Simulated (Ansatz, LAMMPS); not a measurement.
# Structural relaxation of a frame of liquid Zn38Se23S15 from 2050 K (76 atoms)

How does a frame of liquid Zn38Se23S15 from 2050 K (76 atoms) relax, and what do bonds and levels look like afterwards?

Program: Ansatz 0.2.0. Level of theory: Kohn-Sham DFT, LDA, PAW (set soft_2), plane waves. Results are calculated unless marked as measured.

Most raw output is cut from this account.

### Step 1. The starting structure

The cell holds 76 atoms: 38 Zn, 23 Se and 15 S. Cell: a = 11.922 Å, b = 11.922 Å, c = 11.922 Å, α = 90.0°, β = 90.0°, γ = 90.0°. 76 atoms (38 Zn, 23 Se, 15 S) placed at random at 4.69 g/cm³, melted at 2500 K for 10 ps at fixed volume with the Stillinger-Weber II-VI potential (Zhou et al., Phys. Rev. B 88, 085309 (2013)). Snapshot at the end of a hold of 5 ps at 2050 K and fixed volume.

Before any run, some limits are plain. The network of bonds at the start is that of the classical potential that made the cell. Only the Γ point is sampled, in a cell whose shortest periodic width is 12 Å.

### Step 2. How the cell was made

A classical potential makes the cell, at a small fraction of what the same run would cost in DFT.

This step: classical MD, Stillinger-Weber II-VI potential (Zhou et al., Phys. Rev. B 88, 085309 (2013)) (LAMMPS 22 Jul 2025 - Update 4).

The input, in.lmp:

```
# melt-quench of Zn38Se23S15
units metal
atom_style atomic
boundary p p p
region box block 0 11.9218 0 11.9218 0 11.9218
create_box 3 box
mass 1 65.3800   # Zn
mass 2 78.9710   # Se
mass 3 32.0600   # S
create_atoms 1 random 38 259206 NULL overlap 2.03 maxtry 2000
create_atoms 2 random 23 259213 NULL overlap 2.03 maxtry 2000
create_atoms 3 random 15 259220 NULL overlap 2.03 maxtry 2000
pair_style sw
pair_coeff * * CdTeZnSeHgS0.sw Zn Se S
neigh_modify delay 0 every 1 check yes
thermo_style custom step time temp pe press density
thermo_modify norm yes
timestep 0.001
thermo 100
min_style cg
minimize 1e-4 1e-4 200 2000
reset_timestep 0
velocity all create 2500 259207 mom yes dist gaussian
fix lim all nve/limit 0.05
fix lan all langevin 2500 2500 0.1 259208 zero yes
thermo 500
run 1000 post no
unfix lim
unfix lan
thermo 1666
fix md all nvt temp 2500 2500 0.1
run 10000 post no
unfix md
thermo 1000
fix md all nvt temp 2500 2050 0.1
run 3000 post no
unfix md
compute msd all msd com yes
thermo 1250
fix md all nvt temp 2050 2050 0.1
run 5000 post no
print "== T2050: mean square displacement over the hold $(c_msd[4]:%.2f) A^2"
unfix md
uncompute msd
write_dump all custom T2050.dump id type xs ys zs modify sort id
```

On the command line:

```sh
$ lmp -in in.lmp -log none -nocite
```

Elapsed: 3 s, on 1 thread of Arm Neoverse V2, shared host; peak memory 0.072 GiB.

### Step 3. Single point at the start

A single point comes first, to see the forces before anything moves.

The input, input.yaml:

```yaml
crystal:
  lattice:
    - [11.9218, 0.0, 0.0]
    - [0.0, 11.9218, 0.0]
    - [0.0, 0.0, 11.9218]
  atoms:
    - { symbol: Zn, position: [0.31901, 0.79154, 0.10506] }
    - { symbol: Zn, position: [0.3079, 0.70311, 0.54273] }
    - { symbol: Zn, position: [0.73543, 0.08214, 0.53092] }
    - { symbol: Zn, position: [0.1407, 0.75408, 0.74887] }
    - { symbol: Zn, position: [0.4466, 0.73834, 0.9324] }
    - { symbol: Zn, position: [0.3643, 0.03202, 0.53726] }
    - { symbol: Zn, position: [0.63826, 0.18276, 0.96088] }
    - { symbol: Zn, position: [0.9087, 0.6516, 0.96552] }
[... 64 atom lines left out ...]
    - { symbol: S, position: [0.12965, 0.59436, 0.97369] }
    - { symbol: S, position: [0.91808, 0.53502, 0.15817] }
    - { symbol: S, position: [0.37512, 0.30991, 0.25415] }
    - { symbol: S, position: [0.134, 0.54724, 0.71734] }
kpoints:
  mp_grid: { grid: [1, 1, 1] }
hamiltonian:
  xc: lda
scf:
  occupations: { method: fermi_dirac, width: 0.05 }
output:
  forces: true
  stress: true
  populations: true
  dos:
    method: { smearing: { sigma: 0.1 } }
    de: 0.1
    projected: { site_lists: { S: [S], Se: [Se], Zn: [Zn] } }
  eigenvalues: true
```

On the command line:

```sh
$ ansatz run input.yaml --threads 4 --pin off --max-ram 8192MiB --backend cpu --events-out ev --progress --plain --runs-dir out
```

The job ended after 37 s (4 threads of Arm Neoverse V2, shared host; peak memory 2.5 GiB; 2.4 min of CPU time).

Read from the output:

| Item | Value |
| --- | --- |
| free energy | -260219.5747 eV |
| free energy per atom | -3423.9418 eV/atom |
| SCF cycles | 12 |
| pressure | -6.942 GPa |
| r.m.s. force component | 0.5444 eV/Å |
| longest force | 1.776 eV/Å |
| Fermi energy | 6.479 eV |
| levels partly filled by over 2 per cent | 6 |
| spilling of the projection | 0.00965 |

The r.m.s. force component of 0.54 eV/Å and the pressure of -6.9 GPa set the starting point.

Neighbours are counted within 3.22 Å (Zn-Se), 3.02 Å (Zn-S).

Length of the force by element and coordination:

```tsv
element	coordination	atoms	mean length of the force (eV/Å)	spread	least	most
S	all	15	0.975	0.419	0.384	1.78
S	3	2	0.884	0.402	0.482	1.29
S	4	9	1.02	0.429	0.535	1.78
S	5	4	0.915	0.389	0.384	1.42
Se	all	23	1.10	0.304	0.603	1.72
Se	3	6	1.16	0.25	0.644	1.41
Se	4	12	1.07	0.289	0.624	1.49
Se	5	5	1.12	0.378	0.603	1.72
Zn	all	38	0.697	0.235	0.227	1.26
Zn	2	1	0.560	0	0.560	0.560
Zn	3	8	0.758	0.215	0.483	1.15
Zn	4	20	0.701	0.212	0.227	1.15
Zn	5	7	0.581	0.218	0.323	0.961
Zn	6	2	0.885	0.376	0.509	1.26
```

### Step 4. Relaxation

The atoms are relaxed in the fixed cell, aiming at the force tolerance of the input.

input.yaml, the sections that differ from step 3:

```yaml
output:
  forces: true
relax:
  f_tol: 0.03
  max_steps: 166
# crystal, kpoints, hamiltonian, scf: as in step 3
```

It took 13 min on 4 threads; peak memory 2.5 GiB.

Step by step (22 of 46):

```tsv
step	energy less that of the first step (eV)	largest force component (eV/Å)
1	0.0000	1.5292
3	-9.7459	0.9000
5	-15.1113	0.6597
7	-19.1444	0.6228
10	-21.9165	0.3572
12	-22.9268	0.4050
14	-23.9115	0.5974
16	-24.8525	0.6112
18	-25.7194	0.2927
20	-26.5486	0.9992
22	-27.4133	0.3322
25	-27.9152	0.3936
27	-28.1857	0.1927
29	-28.3833	0.5111
31	-28.5915	0.1605
33	-28.8008	0.1992
35	-29.0443	0.6429
37	-29.3151	0.1978
40	-29.4223	0.1054
42	-29.4899	0.1422
44	-29.5346	0.0938
46	-29.5448	0.0251
```

The atoms that moved most (Å):

```tsv
atom	dx	dy	dz	length
Zn19	1.623	-1.013	1.726	2.577
S73	0.908	-1.239	1.671	2.270
Zn18	-1.199	0.182	-1.488	1.920
Zn20	-0.451	0.784	-1.630	1.864
Se42	-1.470	0.461	0.529	1.628
S74	-0.119	0.419	-1.541	1.601
S62	1.106	-0.914	0.665	1.581
Zn32	0.798	1.364	0.045	1.581
```

The relaxation changed the energy by -389 meV/atom, and atoms moved by 1.1 Å r.m.s., 2.6 Å at most.

### Step 5. Structure statistics after relaxation

Bonds before and after, by the cutoffs listed below:

```tsv
pair	bonds before	bonds after	mean before (Å)	mean after (Å)	spread before (Å)	spread after (Å)
Zn-Se	80	86	2.665	2.452	0.184	0.079
Zn-S	47	56	2.451	2.304	0.109	0.065
```

Density 4.69 g/cm³, 22.30 Å³ an atom.

Pair distribution functions g(r), in bins of 0.2 Å:

```tsv
r (Å)	total	Zn-Zn	Zn-Se	Zn-S	Se-Se	Se-S	S-S
2.10	0.05	0.00	0.00	0.25	0.00	0.00	0.00
2.30	3.15	0.00	3.05	11.25	0.00	0.00	0.00
2.50	2.45	0.00	7.46	0.99	0.00	0.00	0.00
2.70	0.26	0.38	0.55	0.00	0.00	0.00	0.00
2.90	0.14	0.44	0.00	0.15	0.00	0.00	0.00
3.10	0.31	1.07	0.00	0.12	0.00	0.20	0.00
3.30	0.74	1.92	0.07	0.10	0.47	1.05	1.14
3.50	1.18	1.60	0.44	0.56	1.02	2.54	3.44
3.70	1.21	1.51	0.57	0.51	3.13	1.71	1.75
3.90	1.43	1.96	0.61	0.79	1.82	2.98	2.01
4.10	1.35	1.45	0.78	0.92	2.44	2.35	1.81
4.30	1.11	0.81	1.34	0.70	1.66	1.04	2.30
4.50	1.07	0.83	0.80	1.52	1.91	0.88	0.89
4.70	0.83	0.80	1.22	0.91	0.46	0.18	0.55
4.90	0.74	0.62	1.02	0.94	0.64	0.16	0.25
5.10	0.93	0.79	1.10	1.28	0.48	0.53	0.93
5.30	0.80	0.43	1.10	1.30	0.64	0.28	0.21
5.50	0.94	0.68	1.09	1.41	0.67	0.58	0.80
5.70	1.08	0.80	1.44	1.49	0.47	0.54	1.10
5.90	1.20	1.31	1.46	0.92	1.02	0.84	1.38
```

Bonds by pair of elements; cutoffs follow the first minimum of g(r), held within bounds set by covalent radii, and pairs that aren't listed don't count as bonded:

```tsv
pair A-B	cutoff (Å)	bonds	mean length (Å)	spread (Å)	shortest (Å)	B about A	A about B
Zn-Se	3.02	86	2.45	0.079	2.31	2.26	3.74
Zn-S	2.68	56	2.30	0.065	2.19	1.47	3.73
```

How many atoms have how many bonded neighbours:

```tsv
element	mean	3	4	5
S	3.73	4	11	0
Se	3.74	7	15	1
Zn	3.74	10	28	0
```

Bond angles, per cent of each kind in bins of 5°:

```tsv
angle (°)	Zn-Se-Zn	S-Zn-Se	Zn-S-Zn	Se-Zn-Se	S-Zn-S
60–65	1.7	0.0	0.0	0.0	0.0
65–70	5.0	0.0	0.0	0.0	0.0
70–75	2.5	0.0	0.0	0.0	0.0
75–80	9.1	0.0	2.6	0.0	0.0
80–85	13.2	0.0	5.1	1.4	0.0
85–90	5.8	7.4	10.3	1.4	10.0
90–95	5.0	12.6	11.5	9.6	0.0
95–100	4.1	14.7	5.1	13.7	26.7
100–105	4.1	7.4	10.3	17.8	0.0
105–110	8.3	15.8	7.7	4.1	13.3
110–115	10.7	11.6	11.5	16.4	13.3
115–120	8.3	7.4	17.9	12.3	0.0
120–125	5.0	4.2	3.9	4.1	13.3
125–130	3.3	5.3	3.9	4.1	3.3
130–135	1.7	6.3	2.6	5.5	6.7
135–140	3.3	2.1	0.0	5.5	6.7
140–145	5.0	2.1	1.3	1.4	6.7
145–150	0.8	2.1	2.6	2.7	0.0
150–155	2.5	1.1	0.0	0.0	0.0
155–160	0.8	0.0	2.6	0.0	0.0
160–165	0.0	0.0	1.3	0.0	0.0
```

Bond angles (no mean is given where the spread exceeds 20°):

```tsv
angle	count	mean (°)	spread (°)
Zn-Se-Zn	121	-	-
S-Zn-Se	95	110	16
Zn-S-Zn	78	108	18.5
Se-Zn-Se	73	111	15.1
S-Zn-S	30	112	16.6
```

Bond length by coordination (bonds to H left out):

```tsv
element	coordination	atoms	mean bond length (Å)
S	3	4	2.25
S	4	11	2.32
Se	3	7	2.39
Se	4	15	2.47
Se	5	1	2.50
Zn	3	10	2.32
Zn	4	28	2.41
```

Rings of the network by King's shortest-path rule, up to 12 atoms, one path for each pair of neighbours; H, halogens, alkali and alkaline-earth atoms are left out, and the last column divides by all other atoms, bonded or not:

```tsv
ring size (atoms)	rings	per network atom
4	23	0.303
6	59	0.776
8	58	0.763
10	7	0.092
12	1	0.013
```

For some of the pairs, g(r) has its first main peak near 2.4 Å (Zn-Se), 2.3 Å (Zn-S), 3.7 Å (Se-Se) and 3.5 Å (S-S). With the cutoffs above, 73 % of S atoms have 4, 65 % of Se atoms have 4 and 74 % of Zn atoms have 4 bonded neighbours. Rings of 6 atoms are the most common (40 % of those counted); sizes run from 4 to 12, where the search stops.

### Step 6. Single point at the relaxed geometry

The electronic structure is read at the final geometry, in a run of its own.

The input, input.yaml:

```yaml
crystal:
  lattice:
    - [11.9218, 0.0, 0.0]
    - [0.0, 11.9218, 0.0]
    - [0.0, 0.0, 11.9218]
  atoms:
    - { symbol: Zn, position: [0.23581, 0.86022, 0.11526] }
    - { symbol: Zn, position: [0.37224, 0.7076, 0.5951] }
    - { symbol: Zn, position: [0.68363, 0.13808, 0.51885] }
    - { symbol: Zn, position: [0.22634, 0.7403, 0.8086] }
    - { symbol: Zn, position: [0.50166, 0.71949, 0.88875] }
    - { symbol: Zn, position: [0.41065, 0.95435, 0.59856] }
    - { symbol: Zn, position: [0.65588, 0.19323, 0.01886] }
    - { symbol: Zn, position: [0.95506, 0.61869, 0.85397] }
[... 64 atom lines left out ...]
    - { symbol: S, position: [0.20579, 0.4904, 0.11384] }
    - { symbol: S, position: [0.90807, 0.5702, 0.02892] }
    - { symbol: S, position: [0.45025, 0.38391, 0.31273] }
    - { symbol: S, position: [0.11678, 0.59986, 0.74581] }
kpoints:
  mp_grid: { grid: [1, 1, 1] }
hamiltonian:
  xc: lda
scf:
  occupations: { method: fermi_dirac, width: 0.05 }
output:
  forces: true
  stress: true
  populations: true
  dos:
    method: { smearing: { sigma: 0.08 } }
    de: 0.1
    projected: { site_lists: { S: [S], Se: [Se], Zn: [Zn] } }
  eigenvalues: true
  write_density: true
  write_potential: true
  volumetric_format: npy
```

Wall time 39 s (4 threads); peak memory 2.5 GiB; 2.6 min of CPU time.

The run gave:

```
free energy                                      : -260249.1194 eV
free energy per atom                             : -3424.3305 eV/atom
SCF cycles                                       : 11
pressure                                         : -0.4945 GPa
r.m.s. force component                           : 0.00732 eV/Å
longest force                                    : 0.02558 eV/Å
Fermi energy                                     : 6.437 eV
gap (highest filled to lowest empty level) : 1.038 eV
spilling of the projection                       : 0.009037
```

Density of states as counts of states in windows of 1 eV (from the Fermi level), total and the larger projections:

```tsv
from (eV)	to (eV)	total	Zn d	Se p	S p	Zn s	Se s
-18	-15	0.0	0.0	0.0	0.0	0.0	0.0
-15	-14	2.3	0.0	0.0	0.0	0.7	0.6
-14	-13	42.9	1.4	0.3	0.2	5.5	21.2
-13	-12	30.8	1.6	0.3	0.1	1.3	17.7
-12	-9	0.0	0.0	0.0	0.0	0.0	0.0
-9	-8	2.0	1.5	0.1	0.3	0.1	0.0
-8	-7	278.5	258.9	7.4	8.1	2.7	0.6
-7	-6	101.6	95.8	1.9	1.3	1.2	0.7
-6	-5	37.2	7.3	10.2	9.1	8.7	0.9
-5	-4	32.7	3.5	11.3	9.6	5.7	1.0
-4	-3	38.3	2.6	17.4	13.5	2.4	0.5
-3	-2	48.9	2.8	25.4	16.7	1.4	0.3
-2	-1	52.8	2.8	31.7	14.8	1.0	0.2
-1	0	16.1	0.7	10.6	3.8	0.2	0.1
0	1	2.0	0.0	0.2	0.1	1.1	0.3
1	2	12.6	0.1	1.8	0.9	4.7	0.3
2	3	34.4	0.2	4.8	2.8	12.0	0.6
3	4	39.4	0.2	4.9	2.5	10.6	0.4
4	5	39.5	0.1	2.9	1.8	5.9	0.2
```

The curve was stored every 0.10 eV, coarse against its broadening of 0.08 eV, so these counts are rough.

About 230 of the 914 electrons lie in deeper levels, below the stored range.

The levels nearest the highest filled one (over half full), pooled over k-points and spins:

```tsv
level less the highest filled one (eV)	occupation
-0.365	2
-0.319	2
-0.251	2
-0.171	2
-0.0672	2
0	2
1.04	0
1.96	0
2.06	0
2.19	0
2.26	0
2.32	0
```

Valence density in the ac plane at fractional y = 0.585, with atoms of Zn and Se and S within 0.2 Å of it. It is the smooth field of the valence electrons, not physical close to the nuclei.

Ten steps, logarithmic in the rise over the least value, from '0' (0 e/Å³) to '9' (31 e/Å³), each cell a mean:
```
1000000000000001233321000000122321
1000000000000000122210000000011221
2100000000000000000000000000001354
2111110000000000000000000111112465
1122221000000012211000001233211232
1232232100000123322100012354211001
0123232100000123332111111232210000
0112221100000122222246521111000000
0001110000000001111379841000000000
0000000000000000000246521000000000
0000001111100000000011211000000000
0000012343210000000012232100000000
0000013686310000000013786310000000
0000012576310000001124797310000111
1100001222100001243222343210011222
2100000000000001476311111000012343
2100000000000011344210000000011232
1100000000000011111100000000000111
3431000000000111110000000000000011
7973100000000111000000000000000013
6862111111122210000000000000001112
2221011111368521111110000000112222
1000000011378631223321000000233232
1000000000133212232231000000232232
```
Columns run along a (11.9 Å), rows up along c (11.9 Å). Atoms in or near the plane, at fractional coordinates: Zn at (0.04, 0.16), Zn at (0.36, 0.07), Zn at (0.63, 0.64), Se at (0.68, 0.44), S at (0.54, 0.00), S at (0.91, 0.03), S at (0.12, 0.75).

Electrostatic potential energy in the ac plane at fractional y = 0.585, with atoms of Zn and Se and S within 0.2 Å of it. With pseudopotentials it is smooth inside the atoms' cores, unlike the true potential.

Values in eV, 13 rows by 16 columns, each cell a mean:
```
  9  11  11  11  10   8   8   4 -17  -9   8  10  11   7  -7  -2
 -3   9  10  11  11  11  11  10   9  10  10   9   8   8  -8 -26
  0 -13 -12   8  11  11   7  -5   3  10   9   0 -11  -3  -2 -13
  5 -24 -24   4  10  10   0 -28 -11   0  -3   0  -9   0   9   9
 10   6   5   7   8   9   8   3   3 -23 -30  -3   9  10  11  11
 10   9   8   6   6   9   9  10   9  -4 -10   4  10  11  11  11
 11  10   5  -9  -9   4  10  10  10   5  -8  -8   4  11  11  11
  8  11   6  -8  -8   5   9   3  -5  -1  -9  -9   2   9   6   1
 -1  10  11   9   9  10   8 -12 -30  -7   5   5   9   8  -3 -14
  0   6  10  11  11  10   8   3  -3   5   9  10  11  10   7   1
-30 -19   7   9   9   7   7   8   9   9   9  10  11  11  10  -4
-15  -6   7   6   1 -23 -17   6   5   6   9  11  11   8  -4  -3
  8  10  10   9   2 -21 -15  -2 -26 -18   8  11  11  -5 -29 -18
```
Columns run along a (11.9 Å; values clipped at the 3rd and 97th percentile), rows up along c (11.9 Å). Atoms in or near the plane, at fractional coordinates: Zn at (0.04, 0.16), Zn at (0.36, 0.07), Zn at (0.63, 0.64), Se at (0.68, 0.44), S at (0.54, 0.00), S at (0.91, 0.03), S at (0.12, 0.75).

The largest share in the top eV of filled states is Se p (66 % of the projected weight), and in the lowest eV of empty states Zn s (59 % of the projected weight).

A closer look about Se46, which has 5 bonded neighbours where the commonest count for Se is 4: 15 atoms, nearest first, numbered in the order of the input, with positions taken from that point.

```tsv
atom	x	y	z	distance (Å)	bonds
Se46	0.00	0.00	0.00	0.00	5
Zn25	0.21	-2.42	0.17	2.44	4
Zn27	1.96	0.27	1.47	2.46	4
Zn17	-0.80	0.82	2.22	2.50	4
Zn36	-0.84	0.89	-2.22	2.54	4
Zn15	1.83	-0.86	-1.59	2.57	4
S67	0.67	-0.34	3.42	3.50	3
S74	-0.76	3.00	1.68	3.52	3
S63	3.51	-0.53	-0.06	3.55	4
Zn8	-0.20	3.58	-0.41	3.61	4
Zn29	-2.73	-2.13	-1.27	3.69	4
Se45	1.13	0.34	-3.55	3.74	4
Se51	-1.99	-3.03	0.94	3.75	4
Se39	-2.31	2.60	-1.43	3.76	4
S70	-1.96	-0.95	-3.08	3.77	4
```

The column of bonds counts only the pairs Zn-Se within 3.02 Å, Zn-S within 2.68 Å; other neighbours, such as metal atoms beside each other in a compound, aren't counted, and periodic images can show an atom twice.

### Step 7. Summary of results

```json
{
 "energy change in the relaxation": "-388.7 meV/atom",
 "r.m.s. displacement": "1.114 Å",
 "largest displacement": "2.577 Å",
 "free energy per atom": "-3424.3305 eV/atom",
 "pressure": "-0.4945 GPa",
 "r.m.s. force component": "0.00732 eV/Å",
 "gap (highest filled to lowest empty level)": "1.038 eV",
 "wall time of the 3 DFT runs": "14 min"
}
```

What this shows: Relaxation lowers the energy by 389 meV/atom and moves atoms by 1.1 Å r.m.s.; the r.m.s. force component goes from 0.54 to 0.0073 eV/Å, the pressure goes from -6.9 to -0.49 GPa. By the final cutoffs 22 of 127 bonded pairs parted and 37 joined. First to last step the energy falls by 29.545 eV; the largest move, 2.58 Å, is that of Zn19. The Zn-Se bonds change most in mean length: from 2.665 Å (spread 0.184) to 2.452 Å (spread 0.079), and their number from 80 to 86. With the cutoffs above, 73 % of S atoms have 4, 65 % of Se atoms have 4 and 74 % of Zn atoms have 4 bonded neighbours. Between filled and empty levels lie 1.04 eV (at Γ alone); a local or semilocal functional tends to put such gaps too low. In a disordered cell it changes from sample to sample and from frame to frame.

Caveats: The starting topology of bonds comes from the classical model; in DFT 22 of its 127 bonded pairs passed out of the cutoffs and 37 came within them.

[Logs are printed without paths, hosts, clocks, repeated set-up lines and the standing remarks that a program may print on its own settings, such as how far it seeks lower states.]

[Hosts, paths, dates, database ids (printed as entryN), source tags and the programs' standing remarks are cut or masked in the printed files.]
